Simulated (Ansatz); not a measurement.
# Phonons of BeB2 (P6/mmm) against volume, part 2 of 2

Wanted: mode Grüneisen parameters of BeB2 (P6/mmm).

Ansatz 0.2.0; DFT PBEsol, scalar-relativistic, plane waves, PAW.

So far, highest frequency on the path or at a solved wavevector (cm⁻¹): step 2 (phonons on a q mesh) 1005.

### Step 4. Phonons at the other volume, volume ratio 0.97

The phonons are repeated at this volume on the same k and q meshes.

The input, input.yaml:

```yaml
crystal:
  lattice:
    - [2.9034002053, 0.0, 0.0]
    - [-1.4517001027, 2.5144183352, 0.0]
    - [0.0, 0.0, 2.8038813002]
  atoms:
    - { symbol: Be, position: [0.0, 0.0, 0.0] }
    - { symbol: B, position: [0.3333333333, 0.6666666667, 0.5] }
    - { symbol: B, position: [0.6666666667, 0.3333333333, 0.5] }
kpoints:
  mp_grid: { grid: [15, 15, 16] }
hamiltonian:
  xc: pbesol
scf:
  occupations: { method: methfessel_paxton, width: 0.15 }
output:
  eigenvalues: true
phonons:
  method: dfpt
  qmesh: [3, 3, 4]
  temperatures: { t_max: 1000, t_step: 50 }
  qpath:
    path:
      - [[0.0, 0.0, 0.0], [0.5, 0.0, 0.0], [0.33333333, 0.33333333, 0.0], [0.0, 0.0, 0.0], [0.0, 0.0, 0.5], [0.5, 0.0, 0.5], [0.33333333, 0.33333333, 0.5], [0.0, 0.0, 0.5]]
      - [[0.5, 0.0, 0.5], [0.5, 0.0, 0.0]]
      - [[0.33333333, 0.33333333, 0.5], [0.33333333, 0.33333333, 0.0]]
    npoints: 10
```

Started as:

```bash
ansatz run input.yaml --threads 4 --pin off --max-ram 7168MiB --backend cpu --events-out ev --progress --plain --runs-dir out
```

Numbers of over 12 decimals in the logs are rounded to 6 here.

Log:

```text
[...]
Crystal: 3 atoms, lattice volume = 20.469 Å³
Basis set: ecut = 420 eV, 405 PW (Γ), exchange–correlation on 40×40×40 points (8 copies of the dense FFT grid, shifted against one another)
Bands: 8, of which v1, the nominal top of the filled ones, is band 4 counted from 1 (3 counted from 0)
Symmetry: 24 space group operations
k-points: 243 of 3600
[...]
SCF iter   1: F=—  HF=-395.347669 eV  |F-HF|=—  |Δ(HF+E_count)|=         —  Δρ=3.62e-3  dr2=2.79e-3  ethr=1.77e-3  ⟨swp⟩=5.2  Hψ=14103  notcnv=0
[...]
SCF iter   7: F=-395.346752 eV  HF=-395.346752 eV  |F-HF|=5.00e-12  |Δ(HF+E_count)|=  2.15e-10  S|Δr|=    0.00e0  Δρ=1.57e-7  dr2=6.86e-12  ethr=1.00e-12  ⟨swp⟩=4.1  Hψ=8719  notcnv=0
SCF 1 converged in 7 iterations: F = -395.346752 eV  dr2 = 6.86e-12
[...]
SCF iter   3: F=-395.346752 eV  HF=-395.346752 eV  |F-HF|=5.68e-14  |Δ(HF+E_count)|=  2.27e-13  S|Δr|=    0.00e0  Δρ=1.72e-8  dr2=3.37e-14  ethr=1.00e-12  ⟨swp⟩=1.0  Hψ=4876  notcnv=0
SCF 2 converged in 3 iterations: F = -395.346752 eV  dr2 = 3.37e-14
[...]
NSCF: frozen V_eff on 243 k-points
[...]
SCF converged after 7 iterations
[...]
Free energy (F): -395.346752 eV
[...]
Internal energy: -395.346992 eV  (E = F + TS)
E sigma→0 (E₀):  -395.346812 eV
Entropy (-TS):   0.000240 eV (0.080 meV/atom)
Fermi energy:    10.070109 eV
[...]
--- Band table (eV; the first three rows and the last of 243) ---
[...]
ASR residual: 8.001e-5 → 0.000e0 eV/Å²; symmetrization residual: 1.453e-7 eV/Å²
  ASR residual per site (eV/Å²): 5.27e-5 8.00e-5 8.00e-5
  Γ frequencies (cm⁻¹): 0.00 0.00 0.00 262.39 366.10 366.10 643.13 962.73 962.73
--- Phonons (arbitrary-q DFPT): 9 irreducible q on the 3×3×4 mesh ---
[...]
interpolated dispersion: 93 rows × 9 modes
[...]
```

Elapsed: 97 s, on 4 threads of Arm Neoverse V2, shared host; peak memory 1.1 GiB; 6.2 min of CPU time.

Numbers from this step:

- sum-rule residual before enforcement: 8.00e-5 eV/Å²
- lowest frequency on the path: -130.7 cm⁻¹
- highest frequency on the path or at a solved wavevector: 1031 cm⁻¹
- highest optical mode at the zone centre (no LO-TO term): 962.7 cm⁻¹
- lowest optical zone-centre mode: 262.4 cm⁻¹
- lowest mode on the q mesh (acoustic modes at Γ apart): -130.7 cm⁻¹

Frequencies (cm⁻¹) solved at each irreducible wavevector; negative means imaginary. Frequencies by wavevector, by row:

```
q in reciprocal lattice units  star  mode 1  mode 2  mode 3  mode 4  mode 5  mode 6  mode 7  mode 8  mode 9
                        0 0 0     1       0       0       0   262.4   366.1   366.1   643.1   962.7   962.7
                     0 0 0.25     2    64.3    64.3   276.5   314.3   314.3   382.1   577.2   929.5   929.5
                     0 0 -0.5     1  -130.7   124.9   124.9   153.1   153.1   411.9   472.2   823.9   823.9
                   0 0.3333 0     6     120     238   251.6   301.6   386.7   558.8   699.5   994.4    1000
                0 0.3333 0.25    12   236.1   242.5     286   344.2   379.6   472.1   703.3   976.9    1007
                0 0.3333 -0.5     6   254.7   257.6   376.4   379.2   403.7   418.7   711.5   968.6    1029
              0.3333 0.3333 0     2   171.7   281.2   281.2   388.9   388.9   645.4   813.3   813.3    1031
           0.3333 0.3333 0.25     4   253.9   253.9   272.2   411.4   411.4   658.4   827.3   827.3    1019
           0.3333 0.3333 -0.5     2   279.9   279.9   353.9   429.5   429.5   667.4   838.5   838.5   992.3
```

The highest optical mode at the zone centre (no LO-TO term) is 962.7 cm⁻¹, +73.1 cm⁻¹ against the base run.

### Step 5. Relaxing at another volume, volume ratio 1.03

The volume is scaled by 1.03 and held, while shape and atoms relax as far as symmetry allows. The modes can then be followed against volume.

The input, input.yaml:

```yaml
crystal:
  lattice:
    - [2.9501778358, 0.0, 0.0]
    - [-1.4750889179, 2.5549289515, 0.0]
    - [0.0, 0.0, 2.8836498809]
  atoms:
    - { symbol: Be, position: [0.0, 0.0, 0.0] }
    - { symbol: B, position: [0.3333333333, 0.6666666667, 0.5] }
    - { symbol: B, position: [0.6666666667, 0.3333333333, 0.5] }
kpoints:
  mp_grid: { grid: [15, 15, 16] }
hamiltonian:
  xc: pbesol
scf:
  occupations: { method: methfessel_paxton, width: 0.15 }
output:
  forces: true
  stress: true
  eigenvalues: true
  write_density: true
  write_potential: true
  elf: true
  volumetric_format: npy
relax:
  adjacent_minimum: "off"
  f_tol: 0.001
  max_steps: 60
  cell: { stress_tol: 0.01, fix: [volume] }
```

Log:

```text
[...]
Crystal: 3 atoms, lattice volume = 21.735 Å³
Basis set: ecut = 420 eV, 405 PW (Γ), exchange–correlation on 40×40×40 points (8 copies of the dense FFT grid, shifted against one another)
Bands: 8, of which v1, the nominal top of the filled ones, is band 4 counted from 1 (3 counted from 0)
Symmetry: 24 space group operations
[...]
k-points: 243 of 3600
[...]
--- Band table (eV; the first three rows and the last of 243) ---
[...]
--- Relaxed structure (5 steps of the walk, 5 accepted, 2 SCFs on fresh bases) ---
[...]
cell:  # Å, volume = 21.7355 Å³
    - [2.939984, 0.0, 0.0]
    - [-1.469992, 2.546101, 0.0]
    - [0.0, 0.0, 2.903681]
  atoms:
    - { symbol: Be, position: [0, 0, 0.0] }
    - { symbol: B, position: [0.333333, 0.666667, 0.5] }
    - { symbol: B, position: [0.666667, 0.333333, 0.5] }
[key lines of the parts left out:]
SCF converged after 4 iterations
Free energy (F): -395.347444 eV
Fermi energy:    9.309874 eV
P = ⅓ Tr σ = -4.9372 GPa (-49.372 kbar)
```

It took 5.3 s on 4 threads; peak memory 0.35 GiB.

Step by step:

```
step  energy less that of the first step (eV)  largest force component (eV/Å)  pressure (GPa)  volume (Å³)
   1                                   0.0000                          0.0000           -5.81        21.74
   2                                  -0.0018                          0.0000           -5.03        21.74
   3                                  -0.0019                          0.0000           -4.94        21.74
   4                                  -0.0019                          0.0000           -4.94        21.74
  5*                                  -0.0018                          0.0000           -4.94        21.74
   6                                  -0.0018                          0.0000           -4.94        21.74
  7*                                  -0.0018                          0.0000           -4.94        21.74
```

Relaxation steps marked * repeat the geometry before them on a plane-wave basis chosen anew for their cell, so energy and pressure can jump there.

Forces are held to the 24 operations that the run works with; a distortion that breaks them can't arise in this run.

```
conventional cell, symmetrised  before  after  change
                         a (Å)   2.950  2.940  -0.3 %
                         b (Å)   2.950  2.940  -0.3 %
                         c (Å)   2.884  2.904  +0.7 %
              volume (Å³/atom)    7.25   7.25  +0.0 %
```

Final coordinates:

```xyz
3
Lattice="2.9400 0.0000 0.0000 -1.4700 2.5461 0.0000 0.0000 0.0000 2.9037" Properties=species:S:1:pos:R:3 pbc="T T T"
Be    0.0000    0.0000    0.0000
B     0.0000    1.6974    1.4518
B     1.4700    0.8487    1.4518
```

This step gave:

```
pressure        : -4.937 GPa
volume per atom : 7.245 Å³
```

### Step 6. Phonons at the other volume, volume ratio 1.03

The phonons are repeated at this volume on the same k and q meshes.

The input, input.yaml:

```yaml
crystal:
  lattice:
    - [2.9399842646, 0.0, 0.0]
    - [-1.4699921323, 2.5461010598, 0.0]
    - [0.0, 0.0, 2.9036810421]
  atoms:
    - { symbol: Be, position: [0.0, 0.0, 0.0] }
    - { symbol: B, position: [0.3333333333, 0.6666666667, 0.5] }
    - { symbol: B, position: [0.6666666667, 0.3333333333, 0.5] }
kpoints:
  mp_grid: { grid: [15, 15, 16] }
hamiltonian:
  xc: pbesol
scf:
  occupations: { method: methfessel_paxton, width: 0.15 }
output:
  eigenvalues: true
phonons:
  method: dfpt
  qmesh: [3, 3, 4]
  temperatures: { t_max: 1000, t_step: 50 }
  qpath:
    path:
      - [[0.0, 0.0, 0.0], [0.5, 0.0, 0.0], [0.33333333, 0.33333333, 0.0], [0.0, 0.0, 0.0], [0.0, 0.0, 0.5], [0.5, 0.0, 0.5], [0.33333333, 0.33333333, 0.5], [0.0, 0.0, 0.5]]
      - [[0.5, 0.0, 0.5], [0.5, 0.0, 0.0]]
      - [[0.33333333, 0.33333333, 0.5], [0.33333333, 0.33333333, 0.0]]
    npoints: 10
```

Log:

```text
[...]
Crystal: 3 atoms, lattice volume = 21.735 Å³
Basis set: ecut = 420 eV, 405 PW (Γ), exchange–correlation on 40×40×40 points (8 copies of the dense FFT grid, shifted against one another)
Bands: 8, of which v1, the nominal top of the filled ones, is band 4 counted from 1 (3 counted from 0)
Symmetry: 24 space group operations
k-points: 243 of 3600
[...]
Fermi energy:    9.309874 eV
[...]
--- Band table (eV; the first three rows and the last of 243) ---
[...]
ASR residual: 3.176e-5 → 0.000e0 eV/Å²; symmetrization residual: 1.812e-7 eV/Å²
  ASR residual per site (eV/Å²): 3.18e-5 3.00e-6 3.00e-6
  Γ frequencies (cm⁻¹): 0.00 0.00 0.00 173.49 305.90 305.90 627.52 841.28 841.28
--- Phonons (arbitrary-q DFPT): 9 irreducible q on the 3×3×4 mesh ---
[...]
interpolated dispersion: 93 rows × 9 modes
[...]
[key lines of the parts left out:]
SCF converged after 8 iterations
Free energy (F): -395.347444 eV
```

Wall time 1.7 min (4 threads); peak memory 1.1 GiB; 6.4 min of CPU time.

This step gave:

* sum-rule residual before enforcement: 3.18e-5 eV/Å²
* lowest frequency on the path: -60.58 cm⁻¹
* highest frequency on the path or at a solved wavevector: 980.1 cm⁻¹
* highest optical mode at the zone centre (no LO-TO term): 841.3 cm⁻¹
* lowest optical zone-centre mode: 173.5 cm⁻¹
* lowest mode on the q mesh (acoustic modes at Γ apart): 22.7 cm⁻¹

Frequencies (cm⁻¹) solved at each irreducible wavevector; negative means imaginary. Frequencies by wavevector, by row:

```
q in reciprocal lattice units  star  mode 1  mode 2  mode 3  mode 4  mode 5  mode 6  mode 7  mode 8  mode 9
                        0 0 0     1       0       0       0   173.5   305.9   305.9   627.5   841.3   841.3
                     0 0 0.25     2    32.7    32.7     256     256   257.6   312.8   572.3   854.5   854.5
                     0 0 -0.5     1    54.9    54.9    63.9    63.9   255.8   368.9   391.6   652.9   652.9
                   0 0.3333 0     6    22.7   197.8   206.3   236.1   363.6   543.3   664.6   935.6     936
                0 0.3333 0.25    12   188.4   222.3   236.7     290   360.6   473.3   669.3   921.4   957.1
                0 0.3333 -0.5     6   208.6   230.1   332.1   360.8   366.8   434.4   675.5   917.5   976.5
              0.3333 0.3333 0     2    39.9     237     237   362.8   362.8   624.3   777.9   777.9   970.3
           0.3333 0.3333 0.25     4   213.1   243.4   243.4     385     385   636.6   790.6   790.6   975.2
           0.3333 0.3333 -0.5     2   249.8   249.8     293   412.8   412.8   645.9   797.8   797.8   941.7
```

The highest optical mode at the zone centre (no LO-TO term) is 841.3 cm⁻¹, -48.3 cm⁻¹ against the base run.

### Step 7. Grüneisen parameters

The Grüneisen parameter of a mode is minus the logarithmic change of its frequency with volume, −d ln ω / d ln V; weighted by heat capacity it gives the expansion.

This step gave:

- bulk modulus: 173.7 GPa

The phonon branches at the labelled points (cm⁻¹):

```
    point  branch 1  branch 2  branch 3  branch 4  branch 5  branch 6  branch 7  branch 8  branch 9
        Γ         0         0         0       220       336       336       635       890       890
  halfway        36       192       212       266       343       551       596       949       954
        M        98       226       269       350       413       437       862       898       978
  halfway       112       243       271       343       424       512       829       860       994
        K       123       265       265       375       375       634       799       799      1004
  halfway        73       193       231       265       399       577       581       953       965
        Γ         0         0         0       220       336       336       635       890       890
  halfway        51        51       272       285       285       345       575       886       886
        A        94        94       115       115       169       389       426       734       734
  halfway       204       214       300       370       373       383       549       903       958
        L       255       271       336       415       434       438       922       932       962
  halfway       260       269       330       412       435       522       875       886       972
        H       267       267       324       422       422       656       819       819       971
  halfway       220       227       362       378       380       404       578       935       975
        A        94        94       115       115       169       389       426       734       734
jump to L       255       271       336       415       434       438       922       932       962
  halfway       222       245       245       383       396       416       886       910       953
        M        98       226       269       350       413       437       862       898       978
jump to H       267       267       324       422       422       656       819       819       971
  halfway       244       251       251       396       396       647       809       809       997
        K       123       265       265       375       375       634       799       799      1004
```

The same for volume x 0.97:

```
point  branch 1  branch 2  branch 3  branch 4  branch 5  branch 6  branch 7  branch 8  branch 9
    Γ         0         0         0       262       366       366       643       963       963
    M       151       252       301       362       415       442       877       925      1002
    K       172       281       281       389       389       645       813       813      1031
    Γ         0         0         0       262       366       366       643       963       963
    A      -131       125       125       153       153       412       472       824       824
    L       278       279       356       434       436       439       935       955       978
    H       280       280       354       430       430       667       838       838       992
    A      -131       125       125       153       153       412       472       824       824
    L       278       279       356       434       436       439       935       955       978
    M       151       252       301       362       415       442       877       925      1002
    H       280       280       354       430       430       667       838       838       992
    K       172       281       281       389       389       645       813       813      1031
```

The same for volume x 1.03:

```
point  branch 1  branch 2  branch 3  branch 4  branch 5  branch 6  branch 7  branch 8  branch 9
    Γ         0         0         0       174       306       306       628       841       841
    M       -52       196       238       339       407       434       846       874       948
    K        40       237       237       363       363       624       778       778       970
    Γ         0         0         0       174       306       306       628       841       841
    A        55        55        64        64       256       369       392       653       653
    L       233       259       312       401       430       436       908       908       941
    H       250       250       293       413       413       646       798       798       942
    A        55        55        64        64       256       369       392       653       653
    L       233       259       312       401       430       436       908       908       941
    M       -52       196       238       339       407       434       846       874       948
    H       250       250       293       413       413       646       798       798       942
    K        40       237       237       363       363       624       778       778       970
```

The first set of phonon branches as a text plot (rows in cm⁻¹):

```
   1006 |        ******               **                    *****
    958 |  ******      **            *************   *******
    910 |***   **    **  ******     **  ***   *  *   ******
    861 |       **  *          *    *      * *    *     ***
    813 |      *  **               *   *    **     *       ******
    764 |     *     **          ****          *
    716 |    *        *               *        *    *
    668 |                                   *              ***
    619 |****      **   *******              *                ***
    571 |   *     *  * *             *     *  * *
    523 |    **       * *      *               *
    474 |  *   * *   *              *     *      *
    426 |      **** *    *      ****  *********** ************
    377 |    **    *   ** *    *********       ******  ****   ***
    329 |****  **** *    ********   * ********** **  *     *
    281 |  **************    * *     * ********      ***  **** **
    232 |** *******  ******** *  * *******     ** ** ******  **
    184 | ***          ***   *  * * **           ****
    135 |         *****   *      ***               **    *     **
     87 |**  *****     *          *                 *     *
     39 |*  *               ******
    -10 |*              *  *
    -58 | **             **
   -107 |
         Γ     M   K       Γ     A      L   H      A|L   M|H    K
```

### Step 8. Summary of results

```
bulk modulus : 174 GPa
```

What this shows: No expansion is given, because modes are imaginary at one volume or more. The highest optical mode at Γ goes from 963 to 841 cm⁻¹ as the cell grows, a Grüneisen parameter of 2.25. Branches are matched by rank, so values near crossings are rough. The q mesh stands for a supercell only 8.8 Å across, so branches between the solved wavevectors are rough. With no gap, or one that is small against the smearing, the frequencies hang on the k mesh and the smearing, most of all near Kohn anomalies. A phonon run warned that its eigensolver left some bands unconverged in a pass.

[Logs are printed without paths, hosts, clocks, repeated set-up lines and the standing remarks that a program may print on its own settings, such as how far it seeks lower states.]

[Hosts, paths, dates, database ids (printed as entryN), source tags and the programs' standing remarks are cut or masked in the printed files.]
